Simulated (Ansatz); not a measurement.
# TaN (P-6m2): modes against biaxial strain in the (0001) plane, that of a and b, part 2 of 2

Aim: how do the optical modes of TaN (P-6m2) shift and split under this strain?

Ansatz 0.2.0; DFT PBEsol, scalar-relativistic, plane waves, PAW; PAW set soft_1.

So far. Step 3 (Tight relaxation): The forces vanish by symmetry and the pressure is -0.003 GPa, within the tolerances set. The cell now holds 10.63 Å³/atom.

## Step 4: Zone-centre response at rest

The force constants come from the linear response of the density to a displacement.

The modes at rest are the reference of the series.

Contents of input.yaml:

```yaml
crystal:
  lattice:
    - [2.9238313694, 0.0, 0.0]
    - [-1.4619156847, 2.5321122423, 0.0]
    - [0.0, 0.0, 2.8706066532]
  atoms:
    - { symbol: "N", position: [0.6666666667, 0.3333333333, 0.0] }
    - { symbol: Ta, position: [0.0, 0.0, 0.5] }
kpoints:
  mp_grid: { grid: [18, 18, 16] }
hamiltonian:
  xc: pbesol
  pseudopotentials: { kind: paw, azcp: { folder: soft_1 }, xc_functional: pbe }
scf:
  occupations: { method: methfessel_paxton, width: 0.2 }
output:
  eigenvalues: true
phonons:
  method: dfpt
```

Started as:

```
$ ansatz run input.yaml --threads 4 --pin off --max-ram 10240MiB --backend cpu --events-out ev --progress --plain --runs-dir out
```

Numbers of over 12 decimals in the logs are rounded to 6 here.

What it wrote:

```text
zone centre: on kpoints.mp_grid the ground state, and the responses unless they are solved on pairs of k-points, stand on 819 of the mesh's 5184 k-points, reduced under 4 symmetry operations, with k and −k counted as one. Each operation leaves every solved displacement unchanged or reverses it
[...]
Crystal: 2 atoms, lattice volume = 21.252 Å³
Basis set: ecut = 420 eV, 405 PW (Γ), exchange–correlation on 40×40×40 points (8 copies of the dense FFT grid, shifted against one another)
Bands: 13, of which v1, the nominal top of the filled ones, is band 9 counted from 1 (8 counted from 0)
Symmetry: 12 space group operations
k-points: 819 of 5184 (irreducible under 4 space group operations, time reversal used)
[...]
SCF iter   1: F=—  HF=-10188.581632 eV  |F-HF|=—  |Δ(HF+E_count)|=         —  Δρ=4.87e-2  dr2=2.79e-1  ethr=3.10e-3  ⟨swp⟩=5.0  Hψ=52994  notcnv=0
[...]
SCF iter   8: F=-10188.559898 eV  HF=-10188.559898 eV  |F-HF|=1.82e-12  |Δ(HF+E_count)|=  4.18e-11  S|Δr|=    0.00e0  Δρ=6.60e-8  dr2=2.77e-13  ethr=1.00e-12  ⟨swp⟩=5.9  Hψ=44523  notcnv=0
the search or the solves at the SCF's close seem to have found levels that the self-consistency loop had missed (the run counts 2). By its estimate they hold under 1e-12 electrons; where the run keeps them, the occupations were computed again with them
SCF 1 converged in 8 iterations: F = -10188.559898 eV  dr2 = 2.77e-13
[...]
DFPT response loops at Γ: preconditioner auto → Kerker (q_TF=auto, 2.654 Å⁻¹) (partly filled bands, converged f_vac=0.000); β = 1.00, the filter's whole step (`scf.mixing.beta` (0.50) is not read by the response loops under this deck's `scf.mixing.preconditioner`; to damp them name `kerker` or `kerker_dos`, under which they read `scf.mixing.beta`, and type it under 1.00, their step now; both keys bind the ground state too); Broyden in place of MSR1
SCF converged after 8 iterations
[...]
Free energy (F): -10188.559898 eV
[...]
Internal energy: -10188.560319 eV  (E = F + TS)
E sigma→0 (E₀):  -10188.560003 eV
Entropy (-TS):   0.000421 eV (0.210 meV/atom)
Fermi energy:    20.235641 eV
[...]
--- Band table (eV; the first three rows and the last of 819) ---
  k-point 0: bands = [... 5 lower, 15.6520, 15.6520, 15.9924, 17.3328, 22.5710, 23.9287, 23.9287, 24.3517]
  k-point 1: bands = [... 5 lower, 15.6761, 15.6849, 15.6849, 17.5964, 22.7151, 23.3018, 23.3018, 24.8322]
  k-point 2: bands = [... 5 lower, 14.9805, 15.7792, 15.7792, 18.1839, 22.4795, 22.4795, 23.1052, 25.2091]
  k-point 818: bands = [... 5 lower, 12.5842, 13.3619, 16.0991, 19.2324, 24.4460, 25.4107, 26.4499, 27.5337]
--- Phonons (Γ-DFPT): 4 representative perturbations + reference, on 819 of 5184 k-points (Σ response iterations 12) ---
  k mesh reduced under 4 symmetry operations, with k and −k counted as one. Each operation leaves every solved displacement unchanged or reverses it
  ASR residual: 1.470e-5 → 0.000e0 eV/Å²; symmetrization residual: 1.485e-6 eV/Å²
  ASR residual per site (eV/Å²): 1.17e-5 1.47e-5
  Γ frequencies (cm⁻¹): 0.00 0.00 0.00 532.16 532.16 554.26
  non-analytic LO–TO correction: not included (Born effective charges unavailable; polar crystals: no LO–TO splitting at Γ)
```

Wall time 53 s (4 threads of Intel Xeon at 2.50GHz (Skylake/Cascade Lake), shared host); peak memory 0.94 GiB; 2.9 min of CPU time.

This step gave:

- sum-rule residual before enforcement: 1.47e-5 eV/Å²
- point group: -6m2
- highest optical mode at the zone centre (no LO-TO term): 554.3 cm⁻¹
- lowest optical zone-centre mode: 532.2 cm⁻¹

Patterns of degenerate modes are one choice out of their space. The modes at Γ (shares of kinetic energy by element, %):

```csv
mode,frequency (cm⁻¹),symmetry,N %,Ta %
1,0.0,acoustic,7,93
2,0.0,acoustic,7,93
3,0.0,acoustic,7,93
4,532.2,E',93,7
5,532.2,E',93,7
6,554.3,A2'',93,7
```

Displacements in mode 5 (532.2 cm⁻¹), the largest set to 1:
```
N1   0.00  1.00  0.00
Ta2  0.00 -0.08  0.00
```

Displacements in mode 6 (554.3 cm⁻¹), the largest set to 1:
```
N1   0.00  0.00  1.00
Ta2  0.00  0.00 -0.08
```

Before it was imposed, the acoustic sum rule was missed by 1.5e-5 eV/Å². Small misses are needed for a sound result but don't prove that mesh and cutoff are converged. The lowest optical mode is real, 532 cm⁻¹.

## Step 5: Relaxation of a member: biaxial strain of +4 % in the (0001) plane, that of a and b

The cell takes a biaxial strain of +4 % in the (0001) plane, that of a and b. The strained lengths are held, while the rest of the cell and the atoms relax.

input.yaml, the sections that differ from step 4:

```yaml
crystal:
  lattice:
    - [3.0407846242, 0.0, 0.0]
    - [-1.5203923121, 2.633396732, 0.0]
    - [0.0, 0.0, 2.8415804433]
  atoms:
    - { symbol: "N", position: [0.6666666667, 0.3333333333, 0.0] }
    - { symbol: Ta, position: [0.0, 0.0, 0.5] }
output:
  forces: true
  stress: true
  eigenvalues: true
relax:
  adjacent_minimum: "off"
  f_tol: 0.001
  max_steps: 60
  cell: { stress_tol: 0.01, fix: [a, b, gamma] }
# kpoints, hamiltonian, scf: as in step 4
# phonons: removed
```

What it wrote:

```text
[...]
Crystal: 2 atoms, lattice volume = 22.754 Å³
Basis set: ecut = 420 eV, 417 PW (Γ), exchange–correlation on 48×48×40 points (8 copies of the dense FFT grid, shifted against one another)
Bands: 13, of which v1, the nominal top of the filled ones, is band 9 counted from 1 (8 counted from 0)
Symmetry: 12 space group operations
[...]
k-points: 333 of 5184 (time reversal used)
[...]
k-point 332: bands = [... 5 lower, 10.9077, 12.3675, 15.0849, 18.6279, 22.6149, 23.5032, 25.2945, 25.9973]
--- Relaxed structure (5 steps of the walk, 4 accepted, 2 SCFs on fresh bases) ---
[...]
cell:  # Å, volume = 22.6868 Å³
    - [3.040785, 0, 0]
    - [-1.520392, 2.633397, -1.4447705550490451e-19]
    - [0, -1.558987183510897e-19, 2.833155]
  atoms:
    - { symbol: N, position: [0.666667, 0.333333, 0] }
    - { symbol: Ta, position: [-3.700743415524895e-17, 0, 0.5] }
[key lines of the parts left out:]
SCF converged after 4 iterations
Free energy (F): -10188.398797 eV
Fermi energy:    18.844535 eV
P = ⅓ Tr σ = -18.8207 GPa (-188.207 kbar)
```

Run time: 36 s. Hardware: 4 threads; peak memory 0.49 GiB; 2.1 min of CPU time.

The steps of the relaxation:

```csv
step,energy less that of the first step (eV),largest force component (eV/Å),pressure (GPa),volume (Å³)
1,0.0000,0.0000,-19.77,22.75
2,-0.0002,0.0000,-17.82,22.62
3,-0.0006,0.0000,-18.83,22.69
4,-0.0006,0.0000,-18.82,22.69
5*,-0.0005,0.0000,-18.83,22.69
6,-0.0005,0.0000,-18.82,22.69
7*,-0.0005,0.0000,-18.82,22.69
```

Relaxation steps marked * repeat the geometry before them on a plane-wave basis chosen anew for their cell, so energy and pressure can jump there. Relaxation step 2 was tried and not accepted.

The run keeps the 12 symmetry operations that it works with, so distortions that break them were not tested.

```csv
"conventional cell, symmetrised",before,after,change
a (Å),3.041,3.041,+0.0 %
b (Å),3.041,3.041,+0.0 %
c (Å),2.842,2.833,-0.3 %
volume (Å³/atom),11.38,11.34,-0.3 %
```

The relaxed structure:

```xyz
2
Lattice="3.0408 0.0000 0.0000 -1.5204 2.6334 0.0000 0.0000 0.0000 2.8332" Properties=species:S:1:pos:R:3 pbc="T T T"
N     1.5204    0.8778    0.0000
Ta    0.0000    0.0000    1.4166
```

Numbers from this step:

- pressure: -18.82 GPa
- volume per atom: 11.34 Å³

The forces vanish by symmetry.

The cell shrank by 0.3 % in volume.

## Step 6: Zone-centre modes of the member: biaxial strain of +4 % in the (0001) plane, that of a and b

The zone-centre modes follow for biaxial strain of +4 % in the (0001) plane, that of a and b.

input.yaml, the sections that differ from step 5:

```yaml
crystal:
  lattice:
    - [3.0407846242, 0.0, 0.0]
    - [-1.5203923121, 2.633396732, 0.0]
    - [0.0, 0.0, 2.8331551784]
  atoms:
    - { symbol: "N", position: [0.6666666667, 0.3333333333, 0.0] }
    - { symbol: Ta, position: [0.0, 0.0, 0.5] }
output:
  eigenvalues: true
phonons:
  method: dfpt
# kpoints, hamiltonian, scf: as in step 5
# relax: removed
```

What it wrote:

```text
[...]
Crystal: 2 atoms, lattice volume = 22.687 Å³
Basis set: ecut = 420 eV, 417 PW (Γ), exchange–correlation on 48×48×40 points (8 copies of the dense FFT grid, shifted against one another)
Bands: 13, of which v1, the nominal top of the filled ones, is band 9 counted from 1 (8 counted from 0)
Symmetry: 12 space group operations
k-points: 819 of 5184 (irreducible under 4 space group operations, time reversal used)
[...]
SCF iter   1: F=—  HF=-10188.398753 eV  |F-HF|=—  |Δ(HF+E_count)|=         —  Δρ=4.60e-2  dr2=2.26e-1  ethr=3.10e-3  ⟨swp⟩=5.0  Hψ=53026  notcnv=0
[...]
SCF iter   9: F=-10188.398797 eV  HF=-10188.398797 eV  |F-HF|=1.09e-11  |Δ(HF+E_count)|=  3.64e-12  S|Δr|=    0.00e0  Δρ=3.73e-8  dr2=2.53e-13  ethr=1.00e-12  ⟨swp⟩=5.8  Hψ=42843  notcnv=0
[...]
SCF 1 converged in 9 iterations: F = -10188.398797 eV  dr2 = 2.53e-13
[...]
SCF converged after 9 iterations
[...]
Free energy (F): -10188.398797 eV
[...]
Internal energy: -10188.399525 eV  (E = F + TS)
E sigma→0 (E₀):  -10188.398979 eV
Entropy (-TS):   0.000729 eV (0.364 meV/atom)
Fermi energy:    18.844535 eV
[...]
--- Band table (eV; the first three rows and the last of 819) ---
  k-point 0: bands = [... 5 lower, 14.1328, 14.1328, 14.9642, 16.3395, 20.3047, 22.4885, 22.4885, 22.7022]
  k-point 1: bands = [... 5 lower, 14.1663, 14.1663, 14.7036, 16.5240, 20.4768, 21.7666, 21.7666, 23.2661]
  k-point 2: bands = [... 5 lower, 14.0491, 14.2620, 14.2620, 17.0352, 20.9189, 20.9221, 20.9221, 23.6307]
  k-point 818: bands = [... 5 lower, 11.5037, 12.1121, 14.7846, 17.9825, 22.2884, 23.8128, 24.4058, 25.5100]
[...]
ASR residual: 3.013e-5 → 0.000e0 eV/Å²; symmetrization residual: 2.208e-6 eV/Å²
  ASR residual per site (eV/Å²): 1.38e-5 3.01e-5
  Γ frequencies (cm⁻¹): 0.00 0.00 0.00 480.73 480.73 500.59
[...]
```

Run time: 2.5 min. Hardware: 4 threads; peak memory 0.98 GiB; 4.4 min of CPU time.

Numbers from this step:

```yaml
sum_rule_residual_before_enforcement: 3.01e-5 eV/Å²
highest_optical_mode_at_the_zone_centre_no_lo_to_term: 500.6 cm⁻¹
lowest_optical_zone_centre_mode: 480.7 cm⁻¹
```

Patterns of degenerate modes are one choice out of their space. The modes at Γ (shares of kinetic energy by element, %):

```csv
mode,frequency (cm⁻¹),symmetry,N %,Ta %
1,0.0,acoustic,7,93
2,0.0,acoustic,7,93
3,0.0,acoustic,7,93
4,480.7,E',93,7
5,480.7,E',93,7
6,500.6,A2'',93,7
```

The lowest optical mode is real, 481 cm⁻¹, and the highest lies at 500.6 cm⁻¹.

For the highest optical mode at the zone centre (no LO-TO term), step 4 gave 554 cm⁻¹; this run, with strain 4 %, gives 501 cm⁻¹ (-10 %).

## Step 7: A member of the series: biaxial strain of -4 % in the (0001) plane, that of a and b

The cell takes a biaxial strain of -4 % in the (0001) plane, that of a and b. The strained lengths are held, while the rest of the cell and the atoms relax.

input.yaml, the sections that differ from step 6:

```yaml
crystal:
  lattice:
    - [2.8068781146, 0.0, 0.0]
    - [-1.4034390573, 2.4308277526, 0.0]
    - [0.0, 0.0, 2.9057164413]
  atoms:
    - { symbol: "N", position: [0.6666666667, 0.3333333333, 0.0] }
    - { symbol: Ta, position: [0.0, 0.0, 0.5] }
output:
  forces: true
  stress: true
  eigenvalues: true
relax:
  adjacent_minimum: "off"
  f_tol: 0.001
  max_steps: 60
  cell: { stress_tol: 0.01, fix: [a, b, gamma] }
# kpoints, hamiltonian, scf: as in step 6
# phonons: removed
```

What it wrote:

```text
[...]
Crystal: 2 atoms, lattice volume = 19.826 Å³
Basis set: ecut = 420 eV, 393 PW (Γ), exchange–correlation on 40×40×40 points (8 copies of the dense FFT grid, shifted against one another)
Bands: 13, of which v1, the nominal top of the filled ones, is band 9 counted from 1 (8 counted from 0)
Symmetry: 12 space group operations
[...]
k-points: 333 of 5184 (time reversal used)
[...]
k-point 332: bands = [... 5 lower, 13.0010, 15.1246, 17.7547, 21.3174, 27.1246, 27.3125, 28.8298, 29.8739]
--- Relaxed structure (5 steps of the walk, 5 accepted, 2 SCFs on fresh bases) ---
[...]
cell:  # Å, volume = 19.9155 Å³
    - [2.806878, 0, 0.0]
    - [-1.403439, 2.430828, 0.0]
    - [0.0, 0.0, 2.918857]
  atoms:
    - { symbol: N, position: [0.666667, 0.333333, 0.0] }
    - { symbol: Ta, position: [-3.700743415524894e-17, 0, 0.5] }
[key lines of the parts left out:]
SCF converged after 4 iterations
Free energy (F): -10188.367127 eV
Fermi energy:    21.697706 eV
P = ⅓ Tr σ = 25.9066 GPa (259.066 kbar)
```

Wall time 1.7 min (4 threads); peak memory 0.49 GiB.

Relaxation path:

```csv
step,energy less that of the first step (eV),largest force component (eV/Å),pressure (GPa),volume (Å³)
1,0.0000,0.0000,28.10,19.83
2,-0.0006,0.0000,24.74,19.96
3,-0.0010,0.0000,25.89,19.92
4,-0.0010,0.0000,25.91,19.91
5*,-0.0012,0.0000,25.92,19.91
6,-0.0012,0.0000,25.91,19.92
7*,-0.0012,0.0000,25.91,19.92
```

Relaxation steps marked * repeat the geometry before them on a plane-wave basis chosen anew for their cell, so energy and pressure can jump there.

Forces are held to the 12 operations that the run works with; a distortion that breaks them can't arise in this run.

```csv
"conventional cell, symmetrised",before,after,change
a (Å),2.807,2.807,+0.0 %
b (Å),2.807,2.807,+0.0 %
c (Å),2.906,2.919,+0.5 %
volume (Å³/atom),9.91,9.96,+0.5 %
```

Final coordinates:

```xyz
2
Lattice="2.8069 0.0000 0.0000 -1.4034 2.4308 0.0000 0.0000 0.0000 2.9189" Properties=species:S:1:pos:R:3 pbc="T T T"
N     1.4034    0.8103    0.0000
Ta    0.0000    0.0000    1.4594
```

Numbers from this step:

```yaml
pressure: 25.91 GPa
volume_per_atom: 9.958 Å³
```

The forces vanish by symmetry.

## Step 8: Zone-centre modes of the member: biaxial strain of -4 % in the (0001) plane, that of a and b

The zone-centre modes follow for biaxial strain of -4 % in the (0001) plane, that of a and b.

input.yaml, the sections that differ from step 7:

```yaml
crystal:
  lattice:
    - [2.8068781146, 0.0, 0.0]
    - [-1.4034390573, 2.4308277526, 0.0]
    - [0.0, 0.0, 2.9188570892]
  atoms:
    - { symbol: "N", position: [0.6666666667, 0.3333333333, 0.0] }
    - { symbol: Ta, position: [0.0, 0.0, 0.5] }
output:
  eigenvalues: true
phonons:
  method: dfpt
# kpoints, hamiltonian, scf: as in step 7
# relax: removed
```

What it wrote:

```text
[...]
Crystal: 2 atoms, lattice volume = 19.915 Å³
Basis set: ecut = 420 eV, 393 PW (Γ), exchange–correlation on 40×40×40 points (8 copies of the dense FFT grid, shifted against one another)
Bands: 13, of which v1, the nominal top of the filled ones, is band 9 counted from 1 (8 counted from 0)
Symmetry: 12 space group operations
k-points: 819 of 5184 (irreducible under 4 space group operations, time reversal used)
[...]
k-point 2: bands = [... 5 lower, 15.9661, 17.4732, 17.4732, 19.2971, 24.0929, 24.0929, 25.5695, 26.8736]
  k-point 818: bands = [... 5 lower, 13.7778, 14.7617, 17.5106, 20.5598, 26.6467, 26.7732, 28.5879, 29.5144]
[...]
ASR residual: 4.933e-5 → 0.000e0 eV/Å²; symmetrization residual: 1.076e-6 eV/Å²
  ASR residual per site (eV/Å²): 4.93e-5 1.95e-5
  Γ frequencies (cm⁻¹): 0.00 0.00 0.00 572.42 572.42 595.21
[...]
[key lines of the parts left out:]
SCF converged after 8 iterations
Free energy (F): -10188.367127 eV
Fermi energy:    21.697706 eV
```

The job ended after 2.5 min (4 threads; peak memory 0.9 GiB).

Numbers from this step:

* sum-rule residual before enforcement: 4.93e-5 eV/Å²
* highest optical mode at the zone centre (no LO-TO term): 595.2 cm⁻¹
* lowest optical zone-centre mode: 572.4 cm⁻¹

Patterns of degenerate modes are one choice out of their space. Modes at Γ, with each element's share of the kinetic energy:

```csv
mode,frequency (cm⁻¹),symmetry,N %,Ta %
1,0.0,acoustic,7,93
2,0.0,acoustic,7,93
3,0.0,acoustic,7,93
4,572.4,E',93,7
5,572.4,E',93,7
6,595.2,A2'',93,7
```

The lowest optical mode is real, 572 cm⁻¹, and the highest lies at 595.2 cm⁻¹.

For the highest optical mode at the zone centre (no LO-TO term), step 4 gave 554 cm⁻¹; this run, with strain -4 %, gives 595 cm⁻¹ (+7 %).

## Step 9: The series together

The members are set side by side, also those not shown above.

Stress is positive in compression; energies are extrapolated to zero smearing, and E0 is that at rest; the edges not held and the atoms are relaxed in each cell; all runs use 18×18×16 k points and Methfessel-Paxton smearing of 0.2 eV. State of the crystal along the series:

```csv
strain (%),in-plane stress (GPa),free strain along c (%),E - E0 (meV/atom)
-4,38.86,1.681,96.42
-3,28.05,1.223,53.05
-2,17.98,0.7909,23.06
-1,8.646,0.3828,5.643
0,-0.001925,0,0
1,-7.985,-0.3601,5.387
2,-15.33,-0.6965,21.07
3,-22.07,-1.011,46.34
4,-28.23,-1.305,80.51
```

Optical modes are counted from below at rest and tracked from member to member by their patterns, and modes that stay within 0.3 cm⁻¹ of each other stand once; labels, where given, are those at rest; the edges not held and the atoms are relaxed in each cell; all runs use 18×18×16 k points and Methfessel-Paxton smearing of 0.2 eV. Optical modes along the series:

```csv
strain (%),optical mode 1 E' (cm⁻¹),optical mode 2 A2'' (cm⁻¹)
-4,572.4,595.2
-3,563.8,586.4
-2,554,576.6
-1,543.5,565.8
0,532.2,554.3
1,520.1,542
2,507.5,528.9
3,494.4,515.1
4,480.7,500.6
```

Value and slope at zero strain of a cubic (a lower polynomial where under five rows exist) through the rows within 2 % of rest. Slopes at rest:

```csv
mode,frequency (cm⁻¹),shift per percent of strain (cm⁻¹),shift per GPa of compressive stress (cm⁻¹)
optical mode 1 E',532.2,-11.69,1.41
optical mode 2 A2'',554.3,-11.95,1.44
```

## Step 10: Summary of results

| Property | Result |
| --- | --- |
| members | 9 |
| highest optical mode at the zone centre (no LO-TO term), at rest | 554.3 cm⁻¹ |
| biaxial modulus in the (0001) plane, that of a and b | 831 GPa |
| optical mode 1 E', shift per percent | -11.69 cm⁻¹ |
| optical mode 2 A2'', shift per percent | -11.95 cm⁻¹ |

The stress changes by 8.31 GPa for each percent, a biaxial modulus of 831 GPa in the (0001) plane, that of a and b. For each percent the free edge responds with -0.37 %. The fastest shift in the table of slopes is -11.9 cm⁻¹ for each percent (optical mode 2 A2''), or 1.4 cm⁻¹ for each GPa of compressive stress. For small strain, the measured shift of a line that Raman or infrared light can see, divided by its slope, estimates the stress, if the state of stress is of this kind. These are harmonic frequencies at zero temperature: anharmonic shifts, linewidths and thermal expansion are left out. Spin-orbit coupling is left out, which can matter for the heavy elements here. With no gap, or one that is small against the smearing, the frequencies hang on the k mesh and the smearing, most of all near Kohn anomalies. The PAW files were made for PBE; the program adapts parts of them to the functional of the run, but their partial waves stay those of PBE, an approximation that was not tested in this session. Only the zone centre was solved, so an instability at another wavevector cannot show here.

[Logs are printed without paths, hosts, clocks, repeated set-up lines and the standing remarks that a program may print on its own settings, such as how far it seeks lower states.]

[Hosts, paths, dates, database ids (printed as entryN), source tags and the programs' standing remarks are cut or masked in the printed files.]
